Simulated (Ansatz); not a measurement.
## Relaxing random fluorite-type alloy of CaF2 and CdF2 (96 atoms)

Aim: bring random fluorite-type alloy of CaF2 and CdF2 (96 atoms) to a nearby minimum of the energy and see what moves.

Main program and level: Ansatz 0.2.0; Kohn-Sham DFT, PBE, PAW (set soft_2), plane waves.

### 1. The structure

The cell holds 96 atoms: 12 Ca, 64 F and 20 Cd. Its edges and angles: a = 10.835 Å, b = 10.835 Å, c = 10.835 Å, α = 90.0°, β = 90.0°, γ = 90.0°. It derives from CaF2 (fluorite-type) and CdF2, repeated 2×2×2. Fluorite-type CaF2, 2 x 2 x 2 conventional cells, 20 of 32 Ca sites given to Cd at random (x = 0.625), lattice by Vegard's rule (a = 5.417 Å); every coordinate displaced by a Gaussian of 0.09 Å.

What the set-up can't give: The host structure and its lattice constant were typed by rule, without a check against the phase diagram. The Brillouin zone is sampled at Γ only, in a cell whose shortest periodic width is 11 Å.

### 2. Relaxation

The atoms are relaxed in the fixed cell, aiming at the force tolerance of the input.

Contents of input.yaml:

```yaml
crystal:
  lattice:
    - [10.8348, 0.0, 0.0]
    - [0.0, 10.8348, 0.0]
    - [0.0, 0.0, 10.8348]
  atoms:
    - { symbol: Ca, position: [0.99782, 0.99576, 0.99432] }
    - { symbol: F, position: [0.12146, 0.12204, 0.12146] }
    - { symbol: F, position: [0.36887, 0.37628, 0.37204] }
    - { symbol: Cd, position: [0.99101, 0.24029, 0.23872] }
    - { symbol: F, position: [0.14026, 0.37775, 0.38031] }
    - { symbol: F, position: [0.36469, 0.1243, 0.1468] }
    - { symbol: Ca, position: [0.25046, 0.00271, 0.24392] }
    - { symbol: F, position: [0.39048, 0.12812, 0.36241] }
    - { symbol: F, position: [0.1203, 0.38624, 0.12994] }
    - { symbol: Ca, position: [0.25602, 0.24724, 0.98736] }
    - { symbol: F, position: [0.36764, 0.36022, 0.12773] }
    - { symbol: F, position: [0.11477, 0.11485, 0.37954] }
    - { symbol: Cd, position: [0.0058, 0.01061, 0.50084] }
    - { symbol: F, position: [0.13189, 0.12792, 0.6275] }
    - { symbol: F, position: [0.36178, 0.36516, 0.88162] }
    - { symbol: Cd, position: [0.00691, 0.24077, 0.76366] }
    - { symbol: F, position: [0.11571, 0.36646, 0.87479] }
    - { symbol: F, position: [0.37135, 0.11471, 0.62486] }
    - { symbol: Ca, position: [0.24949, 0.01209, 0.75578] }
    - { symbol: F, position: [0.37978, 0.11984, 0.87974] }
    - { symbol: F, position: [0.13232, 0.37534, 0.62427] }
    - { symbol: Cd, position: [0.24365, 0.25468, 0.50405] }
    - { symbol: F, position: [0.36787, 0.37835, 0.62572] }
    - { symbol: F, position: [0.12787, 0.11568, 0.88748] }
    - { symbol: Cd, position: [0.99983, 0.50107, 0.99977] }
    - { symbol: F, position: [0.13431, 0.62656, 0.12432] }
    - { symbol: F, position: [0.36596, 0.87569, 0.38027] }
    - { symbol: Ca, position: [0.00976, 0.74146, 0.26114] }
    - { symbol: F, position: [0.12275, 0.87317, 0.35761] }
    - { symbol: F, position: [0.36543, 0.6116, 0.12313] }
    - { symbol: Cd, position: [0.24467, 0.50503, 0.24592] }
    - { symbol: F, position: [0.36749, 0.6288, 0.37721] }
    - { symbol: F, position: [0.12422, 0.88938, 0.11373] }
    - { symbol: Cd, position: [0.25773, 0.757, 0.99985] }
    - { symbol: F, position: [0.36842, 0.86652, 0.11466] }
    - { symbol: F, position: [0.11483, 0.64801, 0.36893] }
    - { symbol: Cd, position: [0.00285, 0.4925, 0.49122] }
    - { symbol: F, position: [0.13211, 0.62356, 0.61962] }
    - { symbol: F, position: [0.37563, 0.85947, 0.88018] }
    - { symbol: Cd, position: [0.99787, 0.74319, 0.75959] }
    - { symbol: F, position: [0.13083, 0.87738, 0.86087] }
    - { symbol: F, position: [0.38585, 0.63724, 0.61778] }
    - { symbol: Cd, position: [0.24977, 0.50075, 0.74193] }
    - { symbol: F, position: [0.37553, 0.63615, 0.87017] }
    - { symbol: F, position: [0.13796, 0.88341, 0.62395] }
    - { symbol: Cd, position: [0.25378, 0.75575, 0.49459] }
    - { symbol: F, position: [0.37228, 0.88188, 0.63627] }
    - { symbol: F, position: [0.11464, 0.613, 0.87494] }
    - { symbol: Cd, position: [0.49669, 0.00661, 0.99868] }
    - { symbol: F, position: [0.62035, 0.12589, 0.1276] }
    - { symbol: F, position: [0.8714, 0.39795, 0.36866] }
    - { symbol: Ca, position: [0.49964, 0.24055, 0.2528] }
    - { symbol: F, position: [0.62087, 0.36882, 0.37544] }
    - { symbol: F, position: [0.87636, 0.12554, 0.13098] }
    - { symbol: Cd, position: [0.74386, 0.99807, 0.24209] }
    - { symbol: F, position: [0.8602, 0.12214, 0.37716] }
    - { symbol: F, position: [0.63181, 0.37304, 0.12572] }
    - { symbol: Cd, position: [0.74971, 0.23649, 0.99845] }
    - { symbol: F, position: [0.87485, 0.36173, 0.11663] }
    - { symbol: F, position: [0.61232, 0.12313, 0.36811] }
    - { symbol: Cd, position: [0.49616, 0.99811, 0.50351] }
    - { symbol: F, position: [0.61596, 0.10332, 0.63742] }
    - { symbol: F, position: [0.87812, 0.36112, 0.89018] }
    - { symbol: Ca, position: [0.50776, 0.23952, 0.7341] }
    - { symbol: F, position: [0.63764, 0.36718, 0.87617] }
    - { symbol: F, position: [0.87736, 0.12511, 0.62401] }
    - { symbol: Cd, position: [0.747, 0.99729, 0.74833] }
    - { symbol: F, position: [0.87415, 0.13204, 0.87108] }
    - { symbol: F, position: [0.61038, 0.3649, 0.63058] }
    - { symbol: Ca, position: [0.74846, 0.26027, 0.48442] }
    - { symbol: F, position: [0.88719, 0.35922, 0.62495] }
    - { symbol: F, position: [0.62557, 0.12223, 0.86553] }
    - { symbol: Cd, position: [0.50324, 0.50059, 0.99202] }
    - { symbol: F, position: [0.62597, 0.6087, 0.14392] }
    - { symbol: F, position: [0.86587, 0.86132, 0.37675] }
    - { symbol: Ca, position: [0.50158, 0.74964, 0.24235] }
    - { symbol: F, position: [0.64169, 0.88365, 0.38459] }
    - { symbol: F, position: [0.86688, 0.62231, 0.13268] }
    [... 12 atom lines left out ...]
    - { symbol: Ca, position: [0.75948, 0.50501, 0.75306] }
    - { symbol: F, position: [0.86931, 0.62684, 0.88035] }
    - { symbol: F, position: [0.62566, 0.88562, 0.61244] }
    - { symbol: Ca, position: [0.75457, 0.7508, 0.49059] }
    - { symbol: F, position: [0.87036, 0.87526, 0.62238] }
    - { symbol: F, position: [0.62962, 0.61923, 0.87473] }
kpoints:
  mp_grid: { grid: [1, 1, 1] }
hamiltonian:
  xc: pbe
scf:
  occupations: { method: fixed }
output:
  forces: true
relax:
  f_tol: 0.05
  max_steps: 105
```

Command:

```sh
$ ansatz run input.yaml --threads 4 --pin off --max-ram 8192MiB --backend cpu --events-out ev --progress --plain --runs-dir out
```

Numbers of over 12 decimals in the logs are rounded to 6 here.

What it wrote:

```text
Engine: ansatz 0.2.0, x86_64-unknown-linux-gnu
Pseudopotentials: kind: paw
Pseudopotential: Ca, paw, valence charge 10, recommended cutoff 420 eV (normal), Ca.paw.azcp
Pseudopotential: F, paw, valence charge 7, recommended cutoff 420 eV (normal), F.paw.azcp
Pseudopotential: Cd, paw, valence charge 20, recommended cutoff 420 eV (normal), Cd.paw.azcp
Functional definition: PBE
  parameter kappa = 0.804
  parameter beta = 0.066725
  exchange = pbe_x(kappa = kappa, mu = beta*pi^2/3)
  correlation = pbe_c(beta = beta)
Crystal: 96 atoms, lattice volume = 1271.928 Å³
Basis set: ecut = 420 eV, 24837 PW (Γ), exchange–correlation on 150×150×150 points (8 copies of the dense FFT grid, shifted against one another)
Bands: 581, of which v1, the nominal top of the filled ones, is band 484 counted from 1 (483 counted from 0)
Symmetry: 1 space group operations
Space group: P1 (ITA 1), of the structure as read, at distance tolerance 1.1e-4 Å
k-points: 1
Non-local potential: Ca, projectors of the file, l = 0: 3, l = 1: 2, l = 2: 2
Non-local potential: F, projectors of the file, l = 0: 2, l = 1: 2, l = 2: 1
Non-local potential: Cd, projectors of the file, l = 0: 3, l = 1: 2, l = 2: 2, l = 3: 1
PAW form: soft (Blöchl's): semilocal exchange-correlation on the pseudo side does not see the compensation charge
PAW one-centre angular grid: Ca, 110 points (default); XC on 64 Gauss nodes
PAW one-centre angular grid: F, 110 points (default); XC on 64 Gauss nodes
PAW one-centre angular grid: Cd, 590 points (default); XC on 64 Gauss nodes
Initial density: superposition of atomic densities (neutral atoms: chi_scale 0, normalization atom), corrected by the library's trained network
Initial wavefunctions: pseudopotential atomic-orbital guess
Functional: x = pbe(κ = 0.804, μ = 0.219515), c = pbe(β = 0.066725)
SCF iter   1: F=—  HF=-238712.064914 eV  |F-HF|=—  |Δ(HF+E_count)|=         —  Δρ=1.37e-3  dr2=2.06e-2  ethr=1.77e-3  ⟨swp⟩=5.0  Hψ=1728  notcnv=0  defer=95
preconditioner: auto → Resta (q_TF=auto, 2.607 Å⁻¹)  ε∞=4.3  [insulator: Δε(μ)=3.320 eV  Ē_g=16.105 eV  n_scr=388 (ndim 8)  ℏωp=29.2 eV  f_vac=0.133  ε∞_Penn≈4.3]
SCF iter   2: F=—  HF=-238712.067316 eV  |F-HF|=—  |Δ(HF+E_count)|=   2.40e-3  Δρ=6.63e-4  dr2=5.78e-3  ethr=2.13e-6  ⟨swp⟩=2.0  Hψ=1040  notcnv=0  defer=95
SCF iter   3: F=—  HF=-238712.069217 eV  |F-HF|=—  |Δ(HF+E_count)|=   1.90e-3  Δρ=2.88e-4  dr2=1.86e-3  ethr=5.97e-7  ⟨swp⟩=2.0  Hψ=685  notcnv=0  defer=95
SCF iter   4: F=—  HF=-238712.069156 eV  |F-HF|=—  |Δ(HF+E_count)|=   6.06e-5  Δρ=9.33e-5  dr2=1.40e-4  ethr=1.92e-7  ⟨swp⟩=2.0  Hψ=785  notcnv=0  defer=95
iter 5 did not close the SCF: its close was put off for the readings that it lacked (scf_convergence_deferred on its scf_iter line)
SCF iter   5: F=-238712.069169 eV  HF=-238712.069178 eV  |F-HF|=9.18e-6  |Δ(HF+E_count)|=   2.16e-5  Δρ=5.69e-5  dr2=2.73e-5  ethr=1.45e-8  ⟨swp⟩=2.0  Hψ=873  notcnv=0  defer=95
SCF iter   6: F=-238712.069180 eV  HF=-238712.069180 eV  |F-HF|=6.46e-8  |Δ(HF+E_count)|=   2.38e-6  Δρ=2.24e-5  dr2=4.64e-6  ethr=2.82e-9  ⟨swp⟩=1.0  Hψ=1467  notcnv=0
SCF 1 converged in 6 iterations: F = -238712.069180 eV  dr2 = 4.64e-6
  greatest PAW one-centre occupation: 1.001 electrons in one spin orbital (limit 2), on the Cd atom at site 78 (counted from 0), in its partial waves of l = 1
relax step   1: F+E_penalty+E_count = -238712.06918008 eV  Δ(F+E_penalty+E_count) = +0.000e0 eV  max|allowed force component| = 2.896e0 eV/Å  Δτ_max = 0.0000 Å  (6 SCF iters, dr2 threshold 6.25e-5 eV, accepted)
[...]
relax step   2: F+E_penalty+E_count = -238718.40340028 eV  Δ(F+E_penalty+E_count) = -6.334e0 eV  max|allowed force component| = 1.478e0 eV/Å  Δτ_max = 0.1949 Å  (7 SCF iters, dr2 threshold 1.00e-4 eV, accepted)
[...]
relax step   3: F+E_penalty+E_count = -238720.11430645 eV  Δ(F+E_penalty+E_count) = -1.711e0 eV  max|allowed force component| = 4.660e-2 eV/Å  Δτ_max = 0.1714 Å  (7 SCF iters, dr2 threshold 1.00e-4 eV, accepted)
[...]
relax step   4: F+E_penalty+E_count = -238720.11431213 eV  Δ(F+E_penalty+E_count) = -5.682e-6 eV  max|allowed force component| = 4.646e-2 eV/Å  Δτ_max = 0.0000 Å  (5 SCF iters, accepted)
SCF converged after 5 iterations
Free energy (F): -238720.114312 eV
Harris-Foulkes:  -238720.114312 eV  (|F-HF|=4.61e-8)
Internal energy: -238720.114312 eV  (E = F + TS)
E sigma→0 (E₀):  -238720.114312 eV
Fermi energy:    5.283850 eV
--- Per-component energies (eV) ---
  E_band       = -12103.588933
  E_kinetic    = 26708.225691
  E_local      = -112591.479788  (includes V_loc(G=0)·N_el)
  E_nonlocal   = 6206.326533
  E_hartree    = 48268.726475
  E_xc         = -10295.553930
  E_vxc        = -13040.698261  (∫ρ·V_xc dr)
  E_paw        = -104874.443848  (= ΣΔE_a)
  E_vpaw       = -15923.549068  (= ΣTr[D̂ρ^β])
  E_aug_tail   = 0.131299  (compensation charges beyond the density's cutoff)
  E_ewald      = -92142.046745
  E_smearing   = -0.000000  (= −TS)
  E_closure    = -0.000000  (closes the sum)
  Σ components = -238720.114312   (vs F -238720.114312, Δ=0.00e0)
--- Forces (eV/Å), atoms counted from 1 ---
  atom   1  Ca    -0.00734432     0.01865361     0.00541674
  atom   2  F      0.01126544    -0.00050715    -0.00831641
  atom   3  F      0.00245215    -0.00672227    -0.00234316
  atom   4  Cd    -0.01343227    -0.00260040     0.01972862
  atom   5  F      0.00751616    -0.01277745    -0.00257163
  atom   6  F      0.00191317     0.00152552    -0.01844615
  atom   7  Ca     0.00458670    -0.01211773     0.02202742
  atom   8  F      0.00021748    -0.00562200     0.01282546
  atom   9  F      0.00388599    -0.01220354    -0.01658764
  atom  10  Ca    -0.01203819    -0.00381478     0.00505065
  atom  11  F     -0.01288030     0.00526009    -0.02127212
  atom  12  F      0.01532564     0.00357619    -0.01815650
  atom  13  Cd     0.00481342    -0.01286280     0.01603430
  atom  14  F     -0.01536461    -0.01917919     0.01116536
[...]
atom  95  F      0.00721985     0.00042649    -0.00445359
  atom  96  F     -0.00138231     0.00056235    -0.00421187
  max |Σ_I F_I| component: 8.57e-5 eV/Å
--- Relaxed structure (4 steps of the walk, 4 accepted, 0 SCFs on fresh bases) ---
  F+E_penalty+E_count = -238720.11431213 eV   max|allowed force component| = 4.646e-2 eV/Å
  atoms:
    - { symbol: Ca, position: [1.000032, 0.997911, 0.999686] }
    - { symbol: F, position: [0.124307, 0.124049, 0.125254] }
    - { symbol: F, position: [0.374646, 0.374334, 0.374936] }
    - { symbol: Cd, position: [0.999164, 0.249198, 0.249537] }
[...]
- { symbol: F, position: [0.624589, 0.623497, 0.874920] }
```

Wall time 2.2 min (4 threads of AMD EPYC 7R43, shared host); peak memory 2 GiB.

Step by step:

```tsv
step	energy less that of the first step (eV)	largest force component (eV/Å)
1	0.0000	2.8962
2	-6.3342	1.4784
3	-8.0451	0.0466
4	-8.0451	0.0465
```

The atoms that moved most (Å):

```tsv
atom	dx	dy	dz	length
F87	-0.195	0.213	-0.068	0.296
F62	0.097	0.225	-0.139	0.282
F36	0.089	-0.259	0.057	0.280
F51	0.034	-0.256	0.067	0.267
F6	0.108	-0.012	-0.241	0.264
F74	-0.005	0.156	-0.205	0.258
F77	-0.183	-0.111	-0.105	0.239
F8	-0.182	-0.038	0.126	0.224
```

The relaxation changed the energy by -83.8 meV/atom, and atoms moved by 0.15 Å r.m.s., 0.30 Å at most.

### 3. Local order after relaxation

Density 5.15 g/cm³, 13.25 Å³ an atom.

Pair distribution functions g(r), in bins of 0.2 Å:

```tsv
r (Å)	total	F-F	F-Cd	F-Ca	Cd-Cd	Cd-Ca	Ca-Ca
2.30	5.15	0.00	11.60	11.60	0.00	0.00	0.00
2.50	0.00	0.00	0.00	0.00	0.00	0.00	0.00
2.70	2.84	6.40	0.00	0.00	0.00	0.00	0.00
2.90	0.00	0.00	0.00	0.00	0.00	0.00	0.00
3.10	0.00	0.00	0.00	0.00	0.00	0.00	0.00
3.30	0.00	0.00	0.00	0.00	0.00	0.00	0.00
3.50	0.00	0.00	0.00	0.00	0.00	0.00	0.00
3.70	0.00	0.00	0.00	0.00	0.00	0.00	0.00
3.90	4.32	6.50	0.00	0.00	12.65	13.55	12.00
4.10	0.00	0.00	0.00	0.00	0.00	0.00	0.00
4.30	0.00	0.00	0.00	0.00	0.00	0.00	0.00
4.50	4.20	0.00	9.45	9.45	0.00	0.00	0.00
4.70	1.28	2.88	0.00	0.00	0.00	0.00	0.00
4.90	0.00	0.00	0.00	0.00	0.00	0.00	0.00
5.10	0.00	0.00	0.00	0.00	0.00	0.00	0.00
5.30	0.00	0.00	0.00	0.00	0.00	0.00	0.00
5.50	1.07	1.61	0.00	0.00	2.92	3.73	2.39
5.70	0.00	0.00	0.00	0.00	0.00	0.00	0.00
5.90	2.42	0.00	5.44	5.44	0.00	0.00	0.00
6.10	2.29	5.15	0.00	0.00	0.00	0.00	0.00
6.30	0.00	0.00	0.00	0.00	0.00	0.00	0.00
6.50	0.00	0.00	0.00	0.00	0.00	0.00	0.00
6.70	2.88	4.32	0.00	0.00	8.75	8.45	8.95
6.90	0.00	0.00	0.00	0.00	0.00	0.00	0.00
7.10	2.27	0.00	5.10	5.10	0.00	0.00	0.00
7.30	0.00	0.00	0.00	0.00	0.00	0.00	0.00
7.50	0.00	0.00	0.00	0.00	0.00	0.00	0.00
7.70	1.07	1.61	0.00	0.00	2.75	4.01	1.91
```

Bonds by pair of elements; cutoffs follow the first minimum of g(r), held within bounds set by covalent radii, and pairs that aren't listed don't count as bonded:

```tsv
pair A-B	cutoff (Å)	bonds	mean length (Å)	spread (Å)	shortest (Å)	B about A	A about B
F-Cd	2.77	160	2.35	0.006	2.33	2.5	8
F-Ca	2.77	96	2.35	0.005	2.32	1.5	8
```

How many atoms have how many bonded neighbours:

```tsv
element	mean	4	8
Ca	8	0	12
Cd	8	0	20
F	4	64	0
```

Bond angles (no mean is given where the spread exceeds 20°):

```tsv
angle	count	mean (°)	spread (°)
F-Cd-F	560	-	-
F-Ca-F	336	-	-
Ca-F-Cd	188	110	0.2
Cd-F-Cd	146	109	0.2
Ca-F-Ca	50	110	0.2
```

Counting bonds as in the table, all Ca atoms have 8, all Cd atoms have 8 and all F atoms have 4 bonded neighbours.

[end of part 1 of 2]

[Logs are printed without paths, hosts, clocks, repeated set-up lines and the standing remarks that a program may print on its own settings, such as how far it seeks lower states.]

[Hosts, paths, dates, database ids (printed as entryN), source tags and the programs' standing remarks are cut or masked in the printed files.]
